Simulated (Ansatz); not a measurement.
# What CdInI3 (model cell, started as cubic perovskite with Cd in the octahedra) distorts into, part 2 of 2

Wanted: the energy along a soft mode of CdInI3 (model cell, started as cubic perovskite with Cd in the octahedra) and the structure at the end.

Ansatz 0.2.0; DFT PBEsol, scalar-relativistic, plane waves, PAW; PAW set soft_1.

So far, highest frequency on the path or at a solved wavevector (cm⁻¹): step 2 (phonons on a q mesh) 151. Also lowest frequency on the path (cm⁻¹): step 2 -51.0.

The structure was built from a prototype and need not be the compound's stable phase.

### Step 6. Relaxation from the frozen mode

Starting from the lowest point found, all atoms and the cell are let go, so that strain and other modes of the same symmetry can join in.

Contents of input.yaml:

```yaml
crystal:
  lattice:
    - [5.777575321, 0.0, 0.0]
    - [0.0, 5.777575321, 0.0]
    - [0.0, 0.0, 5.777575321]
  atoms:
    - { symbol: In, position: [0.0, 0.1038497928, 0.0] }
    - { symbol: Cd, position: [0.5, 0.5076545913, 0.5] }
    - { symbol: I, position: [0.5, 0.4536463423, 0.0] }
    - { symbol: I, position: [0.5, -0.0080323097, 0.5] }
    - { symbol: I, position: [0.0, 0.4536463423, 0.5] }
kpoints:
  mp_grid: { grid: [6, 6, 6] }
hamiltonian:
  xc: pbesol
  pseudopotentials: { kind: paw, azcp: { folder: soft_1 }, xc_functional: pbe }
scf:
  occupations: { method: methfessel_paxton, width: 0.2 }
output:
  forces: true
  stress: true
  eigenvalues: true
relax:
  adjacent_minimum: "off"
  f_tol: 0.002
  max_steps: 120
  cell: { stress_tol: 0.03 }
```

Started as:

```console
$ ansatz run input.yaml --threads 4 --pin off --max-ram 16384MiB --backend cpu --events-out ev --progress --plain --runs-dir out
```

Numbers of over 12 decimals in the logs are rounded to 6 here.

Log:

```text
[...]
Crystal: 5 atoms, lattice volume = 192.858 Å³
Basis set: ecut = 420 eV, 3791 PW (Γ), exchange–correlation on 80×80×80 points (8 copies of the dense FFT grid, shifted against one another)
Bands: 51, of which v1, the nominal top of the filled ones, is band 42 counted from 1 (41 counted from 0)
Symmetry: 8 space group operations
[...]
k-points: 40 of 216 (time reversal used)
[...]
SCF iter   1: F=—  HF=-36010.848086 eV  |F-HF|=—  |Δ(HF+E_count)|=         —  Δρ=4.57e-2  dr2=5.93e0  ethr=3.10e-3  ⟨swp⟩=9.5  Hψ=8955  notcnv=0
[...]
SCF iter   9: F=-36008.653414 eV  HF=-36008.653414 eV  |F-HF|=6.77e-9  |Δ(HF+E_count)|=   3.31e-7  S|Δr|=    0.00e0  Δρ=2.75e-6  dr2=2.63e-8  ethr=1.19e-10  ⟨swp⟩=15.0  Hψ=10542  notcnv=0
SCF 1 converged in 9 iterations: F = -36008.653414 eV  dr2 = 2.63e-8
[...]
relax step   1: F+E_penalty+E_count = -36008.65341360 eV  Δ(F+E_penalty+E_count) = +0.000e0 eV  max|allowed force component| = 1.700e-1 eV/Å  Δτ_max = 0.0000 Å  P = +0.479 GPa  Ω = 192.858 Å³  (9 SCF iters, dr2 threshold 1.00e-7 eV, accepted)
Crystal: 5 atoms, lattice volume = 197.261 Å³
Basis set: ecut = 420 eV, 3887 PW (Γ), exchange–correlation on 80×80×80 points (8 copies of the dense FFT grid, shifted against one another)
[...]
SCF iter   6: F=-36008.680048 eV  HF=-36008.680048 eV  |F-HF|=1.93e-7  |Δ(HF+E_count)|=   6.90e-7  S|Δr|=    0.00e0  Δρ=7.42e-6  dr2=2.20e-7  ethr=5.95e-10  ⟨swp⟩=9.3  Hψ=8851  notcnv=0
SCF 2 converged in 6 iterations: F = -36008.680048 eV  dr2 = 2.20e-7
relax step   2: F+E_penalty+E_count = -36008.68004830 eV  Δ(F+E_penalty+E_count) = -2.663e-2 eV  max|allowed force component| = 1.183e-1 eV/Å  Δτ_max = 0.0838 Å  P = +0.051 GPa  Ω = 197.261 Å³  energy of the carried Pulay correction = -4.678e-4 eV  (6 SCF iters, dr2 threshold 5.00e-7 eV, accepted)
Crystal: 5 atoms, lattice volume = 199.285 Å³
[...]
SCF iter   7: F=-36008.690562 eV  HF=-36008.690562 eV  |F-HF|=4.64e-8  |Δ(HF+E_count)|=   3.76e-7  S|Δr|=    0.00e0  Δρ=3.74e-6  dr2=4.27e-8  ethr=5.95e-10  ⟨swp⟩=8.9  Hψ=8335  notcnv=0
SCF 3 converged in 7 iterations: F = -36008.690562 eV  dr2 = 4.27e-8
relax step   3: F+E_penalty+E_count = -36008.69056193 eV  Δ(F+E_penalty+E_count) = -1.051e-2 eV  max|allowed force component| = 1.238e-1 eV/Å  Δτ_max = 0.1377 Å  P = +0.150 GPa  Ω = 199.285 Å³  energy of the carried Pulay correction = -6.770e-4 eV  (7 SCF iters, dr2 threshold 5.00e-7 eV, accepted)
[... from here on, the SCF cycles and remarks between the steps are left out ...]
relax step   4: F+E_penalty+E_count = -36008.69785746 eV  Δ(F+E_penalty+E_count) = -7.296e-3 eV  max|allowed force component| = 7.953e-2 eV/Å  Δτ_max = 0.0468 Å  P = +0.057 GPa  Ω = 200.283 Å³  energy of the carried Pulay correction = -7.788e-4 eV  (6 SCF iters, dr2 threshold 5.00e-7 eV, accepted)
relax step   5: F+E_penalty+E_count = -36008.72459987 eV  Δ(F+E_penalty+E_count) = -2.674e-2 eV  max|allowed force component| = 7.679e-2 eV/Å  Δτ_max = 0.1977 Å  P = -0.219 GPa  Ω = 202.662 Å³  energy of the carried Pulay correction = -1.018e-3 eV  (8 SCF iters, dr2 threshold 3.95e-7 eV, accepted)
relax step   6: F+E_penalty+E_count = -36008.72215493 eV  Δ(F+E_penalty+E_count) = +2.445e-3 eV  max|allowed force component| = 6.869e-1 eV/Å  Δτ_max = 0.1950 Å  P = -0.221 GPa  Ω = 204.077 Å³  energy of the carried Pulay correction = -1.158e-3 eV  (7 SCF iters, dr2 threshold 5.00e-7 eV, rejected (line search))
relax step   7: F+E_penalty+E_count = -36008.75363778 eV  Δ(F+E_penalty+E_count) = -2.904e-2 eV  max|allowed force component| = 5.643e-2 eV/Å  Δτ_max = 0.0547 Å  P = -0.155 GPa  Ω = 202.451 Å³  energy of the carried Pulay correction = -9.972e-4 eV  (11 SCF iters, accepted)
relax step   8: F+E_penalty+E_count = -36008.78344817 eV  Δ(F+E_penalty+E_count) = -2.981e-2 eV  max|allowed force component| = 1.673e-2 eV/Å  Δτ_max = 0.0488 Å  P = -0.012 GPa  Ω = 201.736 Å³  energy of the carried Pulay correction = -9.255e-4 eV  (6 SCF iters, dr2 threshold 5.00e-7 eV, accepted)
relax step   9: F+E_penalty+E_count = -36008.80789218 eV  Δ(F+E_penalty+E_count) = -2.444e-2 eV  max|allowed force component| = 9.729e-2 eV/Å  Δτ_max = 0.0667 Å  P = +0.216 GPa  Ω = 201.004 Å³  energy of the carried Pulay correction = -8.518e-4 eV  (6 SCF iters, dr2 threshold 5.00e-7 eV, accepted)
relax step  10: F+E_penalty+E_count = -36008.81177953 eV  Δ(F+E_penalty+E_count) = -3.887e-3 eV  max|allowed force component| = 2.059e-2 eV/Å  Δτ_max = 0.0118 Å  P = +0.007 GPa  Ω = 202.568 Å³  energy of the carried Pulay correction = -1.009e-3 eV  (5 SCF iters, dr2 threshold 5.00e-7 eV, accepted)
relax step  11: F+E_penalty+E_count = -36008.81180905 eV  Δ(F+E_penalty+E_count) = -2.951e-5 eV  max|allowed force component| = 1.176e-2 eV/Å  Δτ_max = 0.0080 Å  P = +0.009 GPa  Ω = 202.877 Å³  energy of the carried Pulay correction = -1.040e-3 eV  (6 SCF iters, dr2 threshold 2.65e-8 eV, accepted)
relax step  12: F+E_penalty+E_count = -36008.81167652 eV  Δ(F+E_penalty+E_count) = +1.325e-4 eV  max|allowed force component| = 3.309e-2 eV/Å  Δτ_max = 0.0105 Å  P = -0.022 GPa  Ω = 202.845 Å³  energy of the carried Pulay correction = -1.036e-3 eV  (7 SCF iters, dr2 threshold 8.65e-9 eV, rejected (line search))
relax step  13: F+E_penalty+E_count = -36008.81184228 eV  Δ(F+E_penalty+E_count) = -3.323e-5 eV  max|allowed force component| = 3.167e-4 eV/Å  Δτ_max = 0.0029 Å  P = -0.001 GPa  Ω = 202.828 Å³  energy of the carried Pulay correction = -1.035e-3 eV  (9 SCF iters, accepted)
relax step  14: F+E_penalty+E_count = -36008.81873790 eV  Δ(F+E_penalty+E_count) = -6.896e-3 eV  max|allowed force component| = 4.555e-3 eV/Å  Δτ_max = 0.0000 Å  P = +0.076 GPa  Ω = 202.828 Å³  stress off target by 2.15e-1 GPa  SCF on the basis re-selected at this cell (its energy is not comparable with the rows above)  (10 SCF iters)
relax step  15: F+E_penalty+E_count = -36008.82037721 eV  Δ(F+E_penalty+E_count) = -1.639e-3 eV  max|allowed force component| = 2.617e-3 eV/Å  Δτ_max = 0.0123 Å  P = +0.071 GPa  Ω = 203.489 Å³  energy of the carried Pulay correction = -7.539e-5 eV  (6 SCF iters, dr2 threshold 1.15e-7 eV, accepted)
relax step  16: F+E_penalty+E_count = -36008.82057151 eV  Δ(F+E_penalty+E_count) = -1.943e-4 eV  max|allowed force component| = 1.638e-3 eV/Å  Δτ_max = 0.0070 Å  P = +0.027 GPa  Ω = 204.278 Å³  energy of the carried Pulay correction = -1.589e-4 eV  (6 SCF iters, dr2 threshold 1.76e-8 eV, accepted)
relax step  17: F+E_penalty+E_count = -36008.82056663 eV  Δ(F+E_penalty+E_count) = +4.879e-6 eV  max|allowed force component| = 1.202e-3 eV/Å  Δτ_max = 0.0029 Å  P = +0.001 GPa  Ω = 204.632 Å³  energy of the carried Pulay correction = -1.958e-4 eV  (8 SCF iters, accepted)
Basis set: ecut = 420 eV, 4003 PW (Γ), exchange–correlation on 80×96×80 points (8 copies of the dense FFT grid, shifted against one another)
[...]
SCF iter   8: F=-36008.820757 eV  HF=-36008.820757 eV  |F-HF|=1.46e-11  |Δ(HF+E_count)|=  1.75e-10  S|Δr|=    0.00e0  Δρ=2.39e-8  dr2=2.65e-12  ethr=1.00e-12  ⟨swp⟩=10.6  Hψ=10130  notcnv=0
SCF 18 converged in 8 iterations: F = -36008.820757 eV  dr2 = 2.65e-12
relax step  18: F+E_penalty+E_count = -36008.82075714 eV  Δ(F+E_penalty+E_count) = -1.905e-4 eV  max|allowed force component| = 1.234e-3 eV/Å  Δτ_max = 0.0000 Å  P = +0.001 GPa  Ω = 204.632 Å³  stress off target by 2.66e-3 GPa  SCF on the basis re-selected at this cell (its energy is not comparable with the rows above)  (8 SCF iters)
[...]
SCF converged after 8 iterations
[...]
Free energy (F): -36008.820757 eV
[...]
Internal energy: -36008.833642 eV  (E = F + TS)
E sigma→0 (E₀):  -36008.823978 eV
Entropy (-TS):   0.012885 eV (2.577 meV/atom)
Fermi energy:    4.805116 eV
[...]
--- Forces (eV/Å), atoms counted from 1 ---
  atom   1  In     0.00000000     0.00053238     0.00000000
  atom   2  Cd    -0.00000000     0.00123382    -0.00000000
  atom   3  I      0.00000000    -0.00060818     0.00000000
  atom   4  I     -0.00000000    -0.00055042    -0.00000000
  atom   5  I     -0.00000000    -0.00060818    -0.00000000
  max |Σ_I F_I| component: 5.89e-7 eV/Å
--- Stress (GPa, compression-positive) ---
        0.002227      -0.000000       0.000000
       -0.000000      -0.002664      -0.000000
        0.000000      -0.000000       0.002227
  P = ⅓ Tr σ = 0.0006 GPa (0.006 kbar)
--- Band table (eV; the first three rows and the last of 40) ---
  k-point 0: bands = [... 38 lower, 3.8490, 4.1204, 4.1204, 4.3039, 5.3418, 7.8349, 8.6959, 8.6959, ... 5 higher]
  k-point 1: bands = [... 38 lower, 3.7347, 3.8580, 4.0537, 4.5154, 6.0408, 8.0858, 8.6230, 8.6871, ... 5 higher]
  k-point 2: bands = [... 38 lower, 3.5614, 3.7833, 4.0629, 4.6341, 7.2451, 8.0806, 8.6347, 8.7687, ... 5 higher]
  k-point 39: bands = [... 38 lower, 4.2638, 4.2638, 4.6912, 4.8093, 7.4551, 8.7338, 8.7338, 9.2339, ... 5 higher]
--- Relaxed structure (16 steps of the walk, 14 accepted, 2 SCFs on fresh bases) ---
  F+E_penalty+E_count = -36008.82075714 eV   max|allowed force component| = 1.234e-3 eV/Å   (the final SCF, on the basis selected at the relaxed cell)
  cell:  # Å, volume = 204.6322 Å³
    - [5.484610, 0, 0]
    - [0, 6.802719, 0.0]
    - [0, 0.0, 5.484610]
  atoms:
    - { symbol: In, position: [0, 0.119473, 0] }
    - { symbol: Cd, position: [0.5, 0.578139, 0.5] }
    - { symbol: I, position: [0.5, 0.417931, 0] }
    - { symbol: I, position: [0.5, -0.022710, 0.5] }
    - { symbol: I, position: [0, 0.417931, 0.5] }
```

Run time: 3.4 min. Hardware: 4 threads of Arm Neoverse V1, shared host; peak memory 0.77 GiB.

The steps of the relaxation:

```csv
step,energy less that of the first step (eV),largest force component (eV/Å),pressure (GPa),volume (Å³)
1,0.0000,0.1700,0.48,192.86
2,-0.0266,0.1183,0.05,197.26
3,-0.0371,0.1238,0.15,199.29
4,-0.0444,0.0795,0.06,200.28
5,-0.0712,0.0768,-0.22,202.66
6,-0.0687,0.6869,-0.22,204.08
7,-0.1002,0.0564,-0.15,202.45
8,-0.1300,0.0167,-0.01,201.74
9,-0.1545,0.0973,0.22,201.00
10,-0.1584,0.0206,0.01,202.57
11,-0.1584,0.0118,0.01,202.88
12,-0.1583,0.0331,-0.02,202.84
13,-0.1584,0.0003,0.00,202.83
14*,-0.1653,0.0046,0.08,202.83
15,-0.1670,0.0026,0.07,203.49
16,-0.1672,0.0016,0.03,204.28
17,-0.1672,0.0012,0.00,204.63
18*,-0.1673,0.0012,0.00,204.63
```

Relaxation steps marked * repeat the geometry before them on a plane-wave basis chosen anew for their cell, so energy and pressure can jump there. Relaxation steps 6, 12 were tried and not accepted.

Forces are held to the 8 operations that the run works with; a distortion that breaks them can't arise in this run.

```csv
cell as run,before,after,change
a (Å),5.778,5.485,-5.1 %
b (Å),5.778,6.803,+17.7 %
c (Å),5.778,5.485,-5.1 %
volume (Å³/atom),38.57,40.93,+6.1 %
```

The atoms that moved most (Å, as changes of fractional coordinates times the final cell):

```csv
atom,dx,dy,dz,length
Cd2,0.000,0.479,0.000,0.479
I5,0.000,-0.243,0.000,0.243
I3,0.000,-0.243,0.000,0.243
In1,0.000,0.106,0.000,0.106
I4,0.000,-0.100,0.000,0.100
```

The relaxed structure:

```cif
data_structure
_symmetry_space_group_name_H-M 'P 1'
_symmetry_Int_Tables_number 1
_cell_length_a 5.4846
_cell_length_b 6.8027
_cell_length_c 5.4846
_cell_angle_alpha 90.000
_cell_angle_beta 90.000
_cell_angle_gamma 90.000
_cell_volume 204.63
loop_
_atom_site_label
_atom_site_type_symbol
_atom_site_fract_x
_atom_site_fract_y
_atom_site_fract_z
_atom_site_occupancy
In1 In 0.00000 0.11947 0.00000 1
Cd2 Cd 0.50000 0.57814 0.50000 1
I3 I 0.50000 0.41793 0.00000 1
I4 I 0.50000 0.97729 0.50000 1
I5 I 0.00000 0.41793 0.50000 1
```

This step gave:

- pressure: 5.97e-4 GPa
- volume per atom: 40.93 Å³

The distorted start has space group P4mm; the relaxation ends in P4mm.

### Step 7. The new phase in its own primitive cell

The relaxed structure is symmetrised, reduced to its primitive cell and relaxed tightly, as its phonons need.

input.yaml, the sections that differ from step 6:

```yaml
crystal:
  lattice:
    - [5.4846102074, 0.0, 0.0]
    - [0.0, 5.4846102074, 0.0]
    - [0.0, 0.0, 6.8027185946]
  atoms:
    - { symbol: In, position: [0.0, 0.0, 0.8805274376] }
    - { symbol: Cd, position: [0.5, 0.5, 0.4218608441] }
    - { symbol: I, position: [0.5, 0.0, 0.5820686286] }
    - { symbol: I, position: [0.5, 0.5, 0.0227097021] }
    - { symbol: I, position: [0.0, 0.5, 0.5820686286] }
kpoints:
  mp_grid: { grid: [8, 8, 6] }
relax:
  adjacent_minimum: "off"
  f_tol: 0.001
  max_steps: 60
  cell: { stress_tol: 0.01 }
# hamiltonian, scf, output: as in step 6
```

Log:

```text
[...]
Crystal: 5 atoms, lattice volume = 204.632 Å³
Basis set: ecut = 420 eV, 4003 PW (Γ), exchange–correlation on 80×80×96 points (8 copies of the dense FFT grid, shifted against one another)
Bands: 51, of which v1, the nominal top of the filled ones, is band 42 counted from 1 (41 counted from 0)
Symmetry: 8 space group operations
[...]
k-points: 60 of 384 (time reversal used)
[...]
--- Relaxed structure (3 steps of the walk, 3 accepted, 1 SCFs on fresh bases) ---
[...]
cell:  # Å, volume = 204.6308 Å³
    - [5.484293, 0, 0]
    - [0, 5.484293, 0.0]
    - [0, 0.0, 6.803457]
  atoms:
    - { symbol: In, position: [0, 0, 0.880949] }
    - { symbol: Cd, position: [0.5, 0.5, 0.421677] }
    - { symbol: I, position: [0.5, 0, 0.581990] }
    - { symbol: I, position: [0.5, 0.5, 0.022629] }
    - { symbol: I, position: [0, 0.5, 0.581990] }
[key lines of the parts left out:]
SCF converged after 9 iterations
Free energy (F): -36008.819729 eV
Fermi energy:    4.792526 eV
P = ⅓ Tr σ = -0.0006 GPa (-0.006 kbar)
```

Wall time 66 s (4 threads); peak memory 0.84 GiB.

Little changed from the start: no atom moved by 0.005 Å and no cell edge by 0.1 %.

This step gave:

* pressure: -6.33e-4 GPa

The largest force component left is 0.79 meV/Å and the pressure is -0.001 GPa, within the tolerances set. The cell now holds 40.93 Å³/atom.

### Step 8. Modes of the new phase, k-mesh 8×8×6

A relaxed structure may still be a saddle point, so its zone-centre modes are computed. No field response is asked, since the mesh shows no gap.

input.yaml, the sections that differ from step 7:

```yaml
crystal:
  lattice:
    - [5.4842934619, 0.0, 0.0]
    - [0.0, 5.4842934619, 0.0]
    - [0.0, 0.0, 6.8034571245]
  atoms:
    - { symbol: In, position: [0.0, 0.0, 0.8809493127] }
    - { symbol: Cd, position: [0.5, 0.5, 0.421676725] }
    - { symbol: I, position: [0.5, 0.0, 0.5819903143] }
    - { symbol: I, position: [0.5, 0.5, 0.0226285748] }
    - { symbol: I, position: [0.0, 0.5, 0.5819903143] }
output:
  eigenvalues: true
phonons:
  method: dfpt
# kpoints, hamiltonian, scf: as in step 7
# relax: removed
```

Log:

```text
zone centre: on kpoints.mp_grid the ground state, and the responses unless they are solved on pairs of k-points, stand on 100 of the mesh's 384 k-points, reduced under 4 symmetry operations, with k and −k counted as one. Each operation leaves every solved displacement unchanged or reverses it
[...]
Crystal: 5 atoms, lattice volume = 204.631 Å³
Basis set: ecut = 420 eV, 4003 PW (Γ), exchange–correlation on 80×80×96 points (8 copies of the dense FFT grid, shifted against one another)
Bands: 51, of which v1, the nominal top of the filled ones, is band 42 counted from 1 (41 counted from 0)
Symmetry: 8 space group operations
k-points: 100 of 384 (irreducible under 4 space group operations, time reversal used)
[...]
SCF iter   1: F=—  HF=-36011.427080 eV  |F-HF|=—  |Δ(HF+E_count)|=         —  Δρ=4.63e-2  dr2=7.42e0  ethr=3.10e-3  ⟨swp⟩=10.1  Hψ=22616  notcnv=0
[...]
SCF iter  14: F=-36008.819729 eV  HF=-36008.819729 eV  |F-HF|=7.28e-12  |Δ(HF+E_count)|=  3.64e-11  S|Δr|=    0.00e0  Δρ=3.05e-8  dr2=2.88e-12  ethr=1.00e-12  ⟨swp⟩=16.4  Hψ=31149  notcnv=0
SCF 1 converged in 14 iterations: F = -36008.819729 eV  dr2 = 2.88e-12
[...]
DFPT response loops at Γ: preconditioner auto → none (partly filled bands, converged f_vac=0.179); β = 0.50; Broyden in place of MSR1
SCF converged after 14 iterations
[...]
Free energy (F): -36008.819729 eV
[...]
Internal energy: -36008.832412 eV  (E = F + TS)
E sigma→0 (E₀):  -36008.822899 eV
Entropy (-TS):   0.012684 eV (2.537 meV/atom)
Fermi energy:    4.792526 eV
[...]
--- Band table (eV; the first three rows and the last of 100) ---
  k-point 0: bands = [... 38 lower, 3.8498, 4.1218, 4.1218, 4.3028, 5.3434, 7.8379, 8.6965, 8.6965, ... 5 higher]
  k-point 1: bands = [... 38 lower, 3.7916, 4.1078, 4.1078, 4.1273, 5.6869, 7.7178, 8.7707, 8.7707, ... 5 higher]
  k-point 2: bands = [... 38 lower, 3.7282, 3.9720, 4.0956, 4.0956, 6.2063, 7.5308, 8.8884, 8.8884, ... 5 higher]
  k-point 99: bands = [... 38 lower, 4.2639, 4.2639, 4.6919, 4.8107, 7.4551, 8.7345, 8.7345, 9.2299, ... 5 higher]
--- Phonons (Γ-DFPT): 9 representative perturbations + reference, on 100 of 384 k-points (Σ response iterations 27) ---
  k mesh reduced under 4 symmetry operations, with k and −k counted as one. Each operation leaves every solved displacement unchanged or reverses it
  ASR residual: 1.026e-4 → 0.000e0 eV/Å²; symmetrization residual: 6.927e-5 eV/Å²
  ASR residual per site (eV/Å²): 5.89e-5 1.03e-4 6.90e-5 1.57e-5 6.90e-5
[...]
non-analytic LO–TO correction: not included (Born effective charges unavailable; polar crystals: no LO–TO splitting at Γ)
```

Elapsed: 4.6 min, on 4 threads; peak memory 2.9 GiB.

This step gave:

| Item | Value |
| --- | --- |
| sum-rule residual before enforcement | 1.03e-4 eV/Å² |
| point group | 4mm |
| highest optical mode at the zone centre (no LO-TO term) | 159.6 cm⁻¹ |
| lowest optical zone-centre mode | 7.62 cm⁻¹ |

Patterns of degenerate modes are one choice out of their space. Modes at Γ, with each element's share of the kinetic energy:

```csv
mode,frequency (cm⁻¹),symmetry,In %,Cd %,I %
1,0.0,acoustic,19,18,63
2,0.0,acoustic,19,18,63
3,0.0,acoustic,19,18,63
4,7.6,E,62,3,35
5,7.6,E,62,3,35
6,31.3,E,7,43,50
7,31.3,E,7,43,50
8,52.3,B1,0,0,100
9,59.0,E,11,14,74
10,59.0,E,11,14,74
11,60.3,A1,76,8,15
12,83.4,A1,5,19,77
13,114.6,E,0,22,78
14,114.6,E,0,22,78
15,159.6,A1,0,54,45
```

Displacements in mode 6 (31.3 cm⁻¹), the largest set to 1:
```
In1  0.00 -0.41  0.00
Cd2  0.01  1.00  0.00
I3   0.00  0.44  0.00
I4  -0.01 -0.91  0.00
I5   0.00 -0.03  0.00
```

Displacements in mode 13 (114.6 cm⁻¹), the largest set to 1:
```
In1  0.00  0.02  0.00
Cd2  0.00 -0.60  0.00
I3   0.00  1.00  0.00
I4   0.00 -0.10  0.00
I5   0.00 -0.39  0.00
```

Before it was imposed, the acoustic sum rule was missed by 1.0e-4 eV/Å². Small misses are needed for a sound result but don't prove that mesh and cutoff are converged. The lowest optical mode is real, 7.6 cm⁻¹.

### Step 9. Results

| Property | Result |
| --- | --- |
| unstable mode of the parent | q = (0, 0, 0), 51i cm⁻¹ |
| depth at the lowest point sampled | 34.6 meV/atom |
| largest atomic shift at that point | 0.6 Å |
| space group reached (within 0.01 Å) | P4mm |
| energy gained over the parent (first relaxation, on the mesh of the frozen mode) | 68.2 meV/atom |
| volume per atom, phase reached | 40.9 Å³ |
| lowest optical zone-centre mode, phase reached | 7.6 cm⁻¹ |
| highest optical mode at the zone centre (no LO-TO term), phase reached | 160 cm⁻¹ |

Along this mode the structure falls into P4mm, 68.2 meV/atom below the parent. At the parent's cell the well is 34.63 meV/atom deep on the steps tried, with its lowest point at a shift of 0.6 Å. That is the last step tried, so the steps alone don't bracket the bottom of the well. Relaxing atoms and cell changes the gain by +33.54 meV/atom against the lowest step (energies at zero smearing). The new phase has no imaginary mode at the zone centre of its cell; other wavevectors were not checked. Of the 6 patterns followed to their end from this parent, this one reaches the lowest energy. Each path keeps the symmetry of its pattern, so a lower phase may lie along a pattern not tried. With no gap, or one that is small against the smearing, the frequencies hang on the k mesh and the smearing, most of all near Kohn anomalies. A semilocal functional can close a gap that the real compound would have, so the metallic treatment may be an artefact of the level. An optical mode within 15 cm⁻¹ of zero is at the mercy of small errors in the force constants, and even its sign is uncertain. Spin-orbit coupling is left out, which can matter for the heavy elements here. The PAW files were made for PBE and serve the other functionals too. The starting cell was built on a prototype and not taken from a measurement, so the phase need not exist.

[Logs are printed without paths, hosts, clocks, repeated set-up lines and the standing remarks that a program may print on its own settings, such as how far it seeks lower states.]

[Hosts, paths, dates, database ids (printed as entryN), source tags and the programs' standing remarks are cut or masked in the printed files.]
